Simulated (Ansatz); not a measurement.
# Heat carried by phonons in BN (F-43m)

Wanted: κ(T), lifetimes and mean free paths for BN. The starting cell is a computed one from a database.

Experimental results on record:
- thermal conductivity 760 W/m/K near room temperature (given in “Combining the AFLOW GIBBS and Elastic Libraries to efficiently and robustly screen thermo-mechanical properties of solids”, 2017, arXiv:1611.05714)

Method: DFT LDA, scalar-relativistic, plane waves, PAW, in Ansatz 0.2.0.

### 1. The structure

It takes space group F-43m (No. 216, cubic). The conventional cell has a = 3.626 Å, b = 3.626 Å, c = 3.626 Å, α = 90.00°, β = 90.00°, γ = 90.00°. Nearest to B lie 4 N at 1.57 Å. Nearest to N lie 4 B at 1.57 Å. Farther neighbours and most contacts between anions are not listed.

### 2. A first coarse run

A cheap single point shows whether the cell is a metal or an insulator and how far it is from rest; that sets the k-mesh and the occupations of what follows.

Input file input.yaml:

```yaml
crystal:
  lattice:
    - [0.0, 1.813001, 1.813001]
    - [1.813001, 0.0, 1.813001]
    - [1.813001, 1.813001, 0.0]
  atoms:
    - { symbol: B, position: [0.0, 0.0, 0.0] }
    - { symbol: "N", position: [0.75, 0.75, 0.75] }
kpoints:
  mp_grid: { grid: [8, 8, 8] }
hamiltonian:
  xc: lda
scf:
  occupations: { method: gaussian, width: 0.1 }
output:
  forces: true
  stress: true
  eigenvalues: true
```

On the command line:

```
$ ansatz run input.yaml --threads 18 --pin off --max-ram 92160MiB --backend cuda --events-out ev --progress --plain --runs-dir out
```

Numbers of over 12 decimals in the logs are rounded to 6 here.

Log:

```text
Engine: ansatz 0.2.0, aarch64-unknown-linux-gnu
Pseudopotentials: kind: paw
Pseudopotential: B, paw, valence charge 3, recommended cutoff 420 eV (normal), B.paw.azcp
Pseudopotential: N, paw, valence charge 5, recommended cutoff 420 eV (normal), N.paw.azcp
Functional definition: SPW92
  exchange = slater_x
  correlation = pw_c
device memory: the entry about to start is reckoned to put 0.5 GiB on a device that reports 182.5 GiB free
GPU FFT provider: cuFFT
GPU libraries: cuBLAS 13.8.1, cuFFT 12.4.0, cuSOLVER 12.3.2
GPU matrix products: emulated (plane waves: as basis.precision tells), large ones in fixed point in workspaces of 1.00 GiB
Crystal: 2 atoms, lattice volume = 11.919 Å³
Basis set: ecut = 420 eV, 259 PW (Γ)
Bands: 8, of which v1, the nominal top of the filled ones, is band 4 counted from 1 (3 counted from 0)
Symmetry: 24 space group operations
Space group: F-43m (ITA 216), of the structure as read, at distance tolerance 2.3e-5 Å
k-points: 29 of 512 (time reversal used)
Non-local potential: B, projectors of the file, l = 0: 2, l = 1: 2, l = 2: 1
Non-local potential: N, projectors of the file, l = 0: 2, l = 1: 2, l = 2: 1
PAW form: soft (Blöchl's): semilocal exchange-correlation on the pseudo side does not see the compensation charge
PAW frozen core: B, regenerated for the run's functional, and the local potential with it (the file was generated under x = pbe(κ = 0.804, μ = 0.219515), c = pbe(β = 0.066725))
PAW frozen core: N, regenerated for the run's functional, and the local potential with it (the file was generated under x = pbe(κ = 0.804, μ = 0.219515), c = pbe(β = 0.066725))
PAW one-centre angular grid: B, 110 points (default); XC on 64 Gauss nodes
PAW one-centre angular grid: N, 110 points (default); XC on 64 Gauss nodes
Initial density: superposition of atomic densities (neutral atoms: chi_scale 0, normalization atom), corrected by the library's trained network
Initial wavefunctions: pseudopotential atomic-orbital guess
GPU buffer pool allocated for 5832 grid points (all kernels)
GPU transforms: local potential and band sums: pruned to the plane-wave sphere, on 18×18×18
Functional: x = slater, c = lda
SCF iter   1: F=—  HF=-526.449697 eV  |F-HF|=—  |Δ(HF+E_count)|=         —  Δρ=7.22e-3  dr2=4.50e-3  ethr=1.77e-3  ⟨swp⟩=4.0  Hψ=1517  notcnv=0
preconditioner: auto → none  [insulator: Δε(μ)=4.295 eV  Ē_g=19.687 eV  σ=0.100 eV  W_gap=1.00  n_scr=0 (ndim 8)  ℏωp=30.4 eV  f_vac=0.000  D(μ)=0.00/eV (n_scr^D=0)  ε∞_Penn≈3.4]
SCF iter   2: F=—  HF=-526.448558 eV  |F-HF|=—  |Δ(HF+E_count)|=   1.14e-3  Δρ=3.21e-3  dr2=4.52e-4  ethr=5.62e-5  ⟨swp⟩=1.2  Hψ=475  notcnv=0
SCF iter   3: F=—  HF=-526.448419 eV  |F-HF|=—  |Δ(HF+E_count)|=   1.39e-4  Δρ=1.34e-3  dr2=7.57e-5  ethr=5.65e-6  ⟨swp⟩=2.2  Hψ=342  notcnv=0
SCF iter   4: F=—  HF=-526.448409 eV  |F-HF|=—  |Δ(HF+E_count)|=   1.05e-5  Δρ=4.04e-4  dr2=6.89e-6  ethr=9.46e-7  ⟨swp⟩=1.0  Hψ=232  notcnv=0
SCF iter   5: F=—  HF=-526.448407 eV  |F-HF|=—  |Δ(HF+E_count)|=   1.95e-6  Δρ=5.77e-5  dr2=1.46e-7  ethr=8.62e-8  ⟨swp⟩=1.0  Hψ=232  notcnv=0
SCF iter   6: F=-526.448407 eV  HF=-526.448407 eV  |F-HF|=1.07e-10  |Δ(HF+E_count)|=   2.09e-8  Δρ=3.56e-6  dr2=6.34e-10  ethr=1.25e-9  ⟨swp⟩=4.9  Hψ=1088  notcnv=0
SCF 1 converged in 6 iterations: F = -526.448407 eV  dr2 = 6.34e-10
  greatest PAW one-centre occupation: 0.779 electrons in one spin orbital (limit 2), on the N atom at site 1 (counted from 0), in its partial waves of l = 0
SCF converged after 6 iterations
Free energy (F): -526.448407 eV
Harris-Foulkes:  -526.448407 eV  (|F-HF|=1.07e-10)
Internal energy: -526.448407 eV  (E = F + TS)
E sigma→0 (E₀):  -526.448407 eV
Fermi energy:    12.951917 eV
--- Per-component energies (eV) ---
  E_band       = 24.004574
  E_kinetic    = 184.600337
  E_local      = -177.434790  (includes V_loc(G=0)·N_el)
  E_nonlocal   = 58.417499
  E_hartree    = 48.835858
  E_xc         = -92.415891
  E_vxc        = -115.360984  (∫ρ·V_xc dr)
  E_paw        = -191.280156  (= ΣΔE_a)
  E_vpaw       = -23.889503  (= ΣTr[D̂ρ^β])
  E_aug_tail   = 0.000098  (compensation charges beyond the density's cutoff)
  E_ewald      = -357.297240
  E_core_change = 0.125878  (= ΣΔE_core)
  E_smearing   = -0.000000  (= −TS)
  E_closure    = -0.000000  (closes the sum)
  Σ components = -526.448407   (vs F -526.448407, Δ=0.00e0)
--- Forces (eV/Å), atoms counted from 1 ---
  atom   1  B     -0.00000000     0.00000000     0.00000000
  atom   2  N      0.00000000     0.00000000     0.00000000
  max |Σ_I F_I| component: 5.00e-16 eV/Å
--- Stress (GPa, compression-positive) ---
      -14.216782      -0.000000      -0.000000
       -0.000000     -14.216782       0.000000
        0.000000       0.000000     -14.216782
  P = ⅓ Tr σ = -14.2168 GPa (-142.168 kbar)
--- Band table (eV; the first three rows and the last of 29) ---
  k-point 0: bands = ["-9.1942", "10.7772", "10.7772", "10.7772", "19.4308", "19.4308", "19.4308", "21.0417"]
  k-point 1: bands = ["-8.8164", "8.9292", "10.3992", "10.3992", "19.8139", "19.9943", "19.9943", "22.1820"]
  k-point 2: bands = ["-7.7184", "5.3618", "9.6551", "9.6551", "20.3114", "20.9327", "20.9327", "24.1234"]
  k-point 28: bands = ["-3.2657", "3.3117", "3.8226", "4.2823", "20.1799", "23.8848", "24.9800", "25.2942"]
```

Elapsed: 1.3 s, on 1 × NVIDIA GB200 with 18 threads of Arm Neoverse V2, shared host; peak memory 0.98 GiB; 1.8 s of CPU time.

A gap read on the k-mesh alone can miss the band edges.

This step gave:

- pressure: -14.22 GPa
- gap on the k-mesh: 4.349 eV
- volume per atom: 5.959 Å³/atom

The start is under -14 GPa at this level and looks like an insulator or semiconductor on this mesh.

### 3. A loose first relaxation

The start is far from rest, so a relaxation with loose thresholds first brings it near the minimum.

Changes to input.yaml since step 2:

```diff
@@ -9,3 +9,3 @@
 kpoints:
-  mp_grid: { grid: [8, 8, 8] }
+  mp_grid: { grid: [10, 10, 10] }
 hamiltonian:
@@ -18 +18,6 @@
   eigenvalues: true
+relax:
+  adjacent_minimum: "off"
+  f_tol: 0.05
+  max_steps: 80
+  cell: { stress_tol: 0.5 }
```

Log:

```text
[...]
Crystal: 2 atoms, lattice volume = 11.919 Å³
Basis set: ecut = 420 eV, 259 PW (Γ)
Bands: 8, of which v1, the nominal top of the filled ones, is band 4 counted from 1 (3 counted from 0)
Symmetry: 24 space group operations
[...]
k-points: 47 of 1000 (time reversal used)
[...]
SCF iter   1: F=—  HF=-526.449801 eV  |F-HF|=—  |Δ(HF+E_count)|=         —  Δρ=7.23e-3  dr2=4.52e-3  ethr=1.77e-3  ⟨swp⟩=4.0  Hψ=2451  notcnv=0
[...]
SCF iter   2: F=—  HF=-526.448655 eV  |F-HF|=—  |Δ(HF+E_count)|=   1.15e-3  Δρ=3.21e-3  dr2=4.54e-4  ethr=5.66e-5  ⟨swp⟩=1.1  Hψ=768  notcnv=0
[...]
SCF iter   6: F=-526.448503 eV  HF=-526.448503 eV  |F-HF|=9.19e-11  |Δ(HF+E_count)|=   1.89e-8  Δρ=3.43e-6  dr2=5.81e-10  ethr=1.25e-9  ⟨swp⟩=5.0  Hψ=1756  notcnv=0
SCF 1 converged in 6 iterations: F = -526.448503 eV  dr2 = 5.81e-10
[...]
relax step   1: F+E_penalty+E_count = -526.44850278 eV  Δ(F+E_penalty+E_count) = +0.000e0 eV  max|allowed force component| = 4.302e-16 eV/Å  Δτ_max = 0.0000 Å  P = -14.196 GPa  Ω = 11.919 Å³  (6 SCF iters, dr2 threshold 1.00e-7 eV, accepted)
[...]
Crystal: 2 atoms, lattice volume = 11.661 Å³
[...]
iter 1 solved again at ethr=4.03e-5 eV; its pass at ethr=3.10e-3 eV (dr2=3.22e-3 eV) is discarded
[...]
SCF iter   2: F=—  HF=-526.467128 eV  |F-HF|=—  |Δ(HF+E_count)|=   1.11e-3  Δρ=2.05e-3  dr2=3.66e-4  ethr=3.95e-5  ⟨swp⟩=2.5  Hψ=564  notcnv=0
[...]
SCF iter   5: F=-526.467000 eV  HF=-526.467000 eV  |F-HF|=1.59e-10  |Δ(HF+E_count)|=   1.05e-8  Δρ=2.84e-6  dr2=4.40e-10  ethr=2.50e-9  ⟨swp⟩=5.0  Hψ=1812  notcnv=0
SCF 2 converged in 5 iterations: F = -526.467000 eV  dr2 = 4.40e-10
[...]
relax step   2: F+E_penalty+E_count = -526.46699967 eV  Δ(F+E_penalty+E_count) = -1.850e-2 eV  max|allowed force component| = 1.712e-16 eV/Å  Δτ_max = 0.0000 Å  P = -5.960 GPa  Ω = 11.661 Å³  energy of the carried Pulay correction = +2.160e-3 eV  (5 SCF iters, dr2 threshold 2.00e-7 eV, accepted)
[...]
Crystal: 2 atoms, lattice volume = 11.481 Å³
Basis set: ecut = 420 eV, 229 PW (Γ)
[...]
SCF iter   4: F=-526.471760 eV  HF=-526.471760 eV  |F-HF|=1.29e-8  |Δ(HF+E_count)|=   7.64e-6  Δρ=7.12e-5  dr2=1.96e-7  ethr=2.50e-9  ⟨swp⟩=4.0  Hψ=2261  notcnv=0
SCF 3 converged in 4 iterations: F = -526.471760 eV  dr2 = 1.96e-7
[...]
relax step   3: F+E_penalty+E_count = -526.47176011 eV  Δ(F+E_penalty+E_count) = -4.760e-3 eV  max|allowed force component| = 8.095e-17 eV/Å  Δτ_max = 0.0000 Å  P = +0.283 GPa  Ω = 11.481 Å³  energy of the carried Pulay correction = +3.693e-3 eV  (4 SCF iters, dr2 threshold 2.00e-7 eV, accepted)
[...]
SCF iter   1: F=—  HF=-526.468727 eV  |F-HF|=—  |Δ(HF+E_count)|=         —  Δρ=3.65e-4  dr2=2.42e-6  ethr=2.70e-8  ⟨swp⟩=3.2  Hψ=3650  notcnv=0
[...]
SCF iter   2: F=—  HF=-526.468727 eV  |F-HF|=—  |Δ(HF+E_count)|=   2.10e-7  Δρ=1.69e-4  dr2=5.48e-7  ethr=2.70e-8  ⟨swp⟩=2.1  Hψ=553  notcnv=0
[...]
SCF iter   4: F=-526.468727 eV  HF=-526.468727 eV  |F-HF|=7.62e-11  |Δ(HF+E_count)|=   2.84e-8  Δρ=5.51e-6  dr2=8.91e-10  ethr=2.50e-11  ⟨swp⟩=3.2  Hψ=1512  notcnv=0
SCF 4 converged in 4 iterations: F = -526.468727 eV  dr2 = 8.91e-10
relax step   4: F+E_penalty+E_count = -526.46872702 eV  Δ(F+E_penalty+E_count) = +3.033e-3 eV  max|allowed force component| = 1.503e-16 eV/Å  Δτ_max = 0.0000 Å  P = -0.186 GPa  Ω = 11.481 Å³  stress off target by 1.86e-1 GPa  SCF on the basis re-selected at this cell (its energy is not comparable with the rows above)  (4 SCF iters)
basis re-selected at this cell: Δ(F+E_penalty+E_count) = +3.033e-3 eV, ΔP = -0.468 GPa vs the last step (what re-selecting the basis moved, of the pressure what is left beyond the Pulay correction that the steps carried, after the strain that the cell walked since its last selection, with what the two solves' SCF thresholds leave and, on support functions, any second-order correction that the steps lacked; it is no m [...]
SCF converged after 4 iterations
Free energy (F): -526.468727 eV
[...]
Internal energy: -526.468727 eV  (E = F + TS)
E sigma→0 (E₀):  -526.468727 eV
Fermi energy:    13.581501 eV
[...]
--- Stress (GPa, compression-positive) ---
       -0.185544      -0.000000      -0.000000
       -0.000000      -0.185544      -0.000000
       -0.000000      -0.000000      -0.185544
  P = ⅓ Tr σ = -0.1855 GPa (-1.855 kbar)
--- Band table (eV; the first three rows and the last of 47) ---
[...]
--- Relaxed structure (3 steps of the walk, 3 accepted, 1 SCFs on fresh bases) ---
  F+E_penalty+E_count = -526.46872702 eV   max|allowed force component| = 1.503e-16 eV/Å   (the final SCF, on the basis selected at the relaxed cell)
  cell:  # Å, volume = 11.4808 Å³
    - [0, 1.790525, 1.790525]
    - [1.790525, 0, 1.790525]
    - [1.790525, 1.790525, 0]
  atoms:
    - { symbol: B, position: [0, 0, 0] }
    - { symbol: N, position: [0.75, 0.75, 0.75] }
```

Wall time 2.1 s (1 × NVIDIA GB200 with 18 threads); peak memory 0.95 GiB.

Relaxation path:

```tsv
step	energy less that of the first step (eV)	largest force component (eV/Å)	pressure (GPa)	volume (Å³)
1	0.0000	0.0000	-14.20	11.92
2	-0.0185	0.0000	-5.96	11.66
3	-0.0233	0.0000	0.28	11.48
4*	-0.0202	0.0000	-0.19	11.48
```

Relaxation steps marked * repeat the geometry before them on a plane-wave basis chosen anew for their cell, so energy and pressure can jump there.

Forces are held to the 24 operations that the run works with; a distortion that breaks them can't arise in this run.

```tsv
conventional cell, symmetrised	before	after	change
a (Å)	3.626	3.581	-1.2 %
b (Å)	3.626	3.581	-1.2 %
c (Å)	3.626	3.581	-1.2 %
volume (Å³/atom)	5.96	5.74	-3.7 %
```

Final coordinates:

```cif
data_structure
_symmetry_space_group_name_H-M 'P 1'
_symmetry_Int_Tables_number 1
_cell_length_a 2.5322
_cell_length_b 2.5322
_cell_length_c 2.5322
_cell_angle_alpha 60.000
_cell_angle_beta 60.000
_cell_angle_gamma 60.000
_cell_volume 11.48
loop_
_atom_site_label
_atom_site_type_symbol
_atom_site_fract_x
_atom_site_fract_y
_atom_site_fract_z
_atom_site_occupancy
B1 B 0.00000 0.00000 0.00000 1
N2 N 0.75000 0.75000 0.75000 1
```

This step gave:

- pressure: -0.1855 GPa
- gap on the k-mesh: 4.391 eV
- volume per atom: 5.740 Å³/atom

The relaxation ends with a pressure of -0.19 GPa.

### 4. Relaxation

Phonons are second derivatives about a minimum, so cell and atoms are relaxed first, inside the symmetry of the start.

Input file input.yaml:

```yaml
crystal:
  lattice:
    - [0.0, 1.7905254455, 1.7905254455]
    - [1.7905254455, 0.0, 1.7905254455]
    - [1.7905254455, 1.7905254455, 0.0]
  atoms:
    - { symbol: B, position: [0.0, 0.0, 0.0] }
    - { symbol: "N", position: [0.75, 0.75, 0.75] }
kpoints:
  mp_grid: { grid: [12, 12, 12] }
hamiltonian:
  xc: lda
scf:
  occupations: { method: gaussian, width: 0.02 }
output:
  forces: true
  stress: true
  eigenvalues: true
relax:
  adjacent_minimum: "off"
  f_tol: 0.005
  max_steps: 80
  cell: { stress_tol: 0.05 }
```

Log:

```text
[...]
GPU FFT provider: cuFFT
GPU libraries: cuBLAS 13.8.1, cuFFT 12.4.0, cuSOLVER 12.3.2
[...]
Crystal: 2 atoms, lattice volume = 11.481 Å³
Basis set: ecut = 420 eV, 229 PW (Γ)
Bands: 8, of which v1, the nominal top of the filled ones, is band 4 counted from 1 (3 counted from 0)
Symmetry: 24 space group operations
[...]
P = ⅓ Tr σ = -0.0088 GPa (-0.088 kbar)
--- Band table (eV; the first three rows and the last of 72) ---
[...]
--- Relaxed structure (3 steps of the walk, 3 accepted, 1 SCFs on fresh bases) ---
[...]
cell:  # Å, volume = 11.4760 Å³
    - [0, 1.790274, 1.790274]
    - [1.790274, 0, 1.790274]
    - [1.790274, 1.790274, 0]
  atoms:
    - { symbol: B, position: [0, 0, 0] }
    - { symbol: N, position: [0.750000, 0.750000, 0.750000] }
[key lines of the parts left out:]
SCF converged after 4 iterations
Free energy (F): -526.468608 eV
Fermi energy:    13.588632 eV
```

Elapsed: 2.3 s, on 1 × NVIDIA GB200 with 18 threads; peak memory 0.98 GiB; 5.3 s of CPU time.

Little changed from the start: no atom moved by 0.005 Å and no cell edge by 0.1 %.

This step gave:

* pressure: -0.008820 GPa
* gap on the k-mesh: 4.392 eV
* volume per atom: 5.738 Å³/atom

### 5. Tight relaxation

The thresholds are tightened for a last relaxation ahead of the phonons, and where mesh or smearing change with them the cell follows.

input.yaml, the sections that differ from step 4:

```yaml
crystal:
  lattice:
    - [0.0, 1.7902743652, 1.7902743652]
    - [1.7902743652, 0.0, 1.7902743652]
    - [1.7902743652, 1.7902743652, 0.0]
  atoms:
    - { symbol: B, position: [0.0, 0.0, 0.0] }
    - { symbol: "N", position: [0.75, 0.75, 0.75] }
scf:
  occupations: { method: fixed }
relax:
  adjacent_minimum: "off"
  f_tol: 0.001
  max_steps: 60
  cell: { stress_tol: 0.01 }
# kpoints, hamiltonian, output: as in step 4
```

Log:

```text
[...]
GPU FFT provider: cuFFT
GPU libraries: cuBLAS 13.8.1, cuFFT 12.4.0, cuSOLVER 12.3.2
[...]
Crystal: 2 atoms, lattice volume = 11.476 Å³
Basis set: ecut = 420 eV, 229 PW (Γ)
Bands: 8, of which v1, the nominal top of the filled ones, is band 4 counted from 1 (3 counted from 0)
Symmetry: 24 space group operations
[...]
P = ⅓ Tr σ = -0.0088 GPa (-0.088 kbar)
--- Band table (eV; the first three rows and the last of 72) ---
[...]
--- Relaxed structure (1 steps of the walk, 1 accepted, 1 SCFs on fresh bases) ---
[...]
cell:  # Å, volume = 11.4760 Å³
    - [0.0, 1.7902743652, 1.7902743652]
    - [1.7902743652, 0.0, 1.7902743652]
    - [1.7902743652, 1.7902743652, 0.0]
  atoms:
    - { symbol: B, position: [0.0, 0.0, 0.0] }
    - { symbol: N, position: [0.75, 0.75, 0.75] }
[key lines of the parts left out:]
SCF converged after 4 iterations
Free energy (F): -526.468608 eV
Fermi energy:    11.392861 eV
```

Elapsed: 1.7 s, on 1 × NVIDIA GB200 with 18 threads; peak memory 0.98 GiB; 3.1 s of CPU time.

Little changed from the start: no atom moved by 0.005 Å and no cell edge by 0.1 %.

Numbers from this step:

| Property | Result |
| --- | --- |
| pressure | -0.008807 GPa |

The residual pressure is -0.0088 GPa, small enough for phonons.

(Continued in part 2 of 2.)

[Logs are printed without paths, hosts, clocks, repeated set-up lines and the standing remarks that a program may print on its own settings, such as how far it seeks lower states.]

[Hosts, paths, dates, database ids (printed as entryN), source tags and the programs' standing remarks are cut or masked in the printed files.]

[A step with changed settings may run another functional than the one named; its input shows which.]
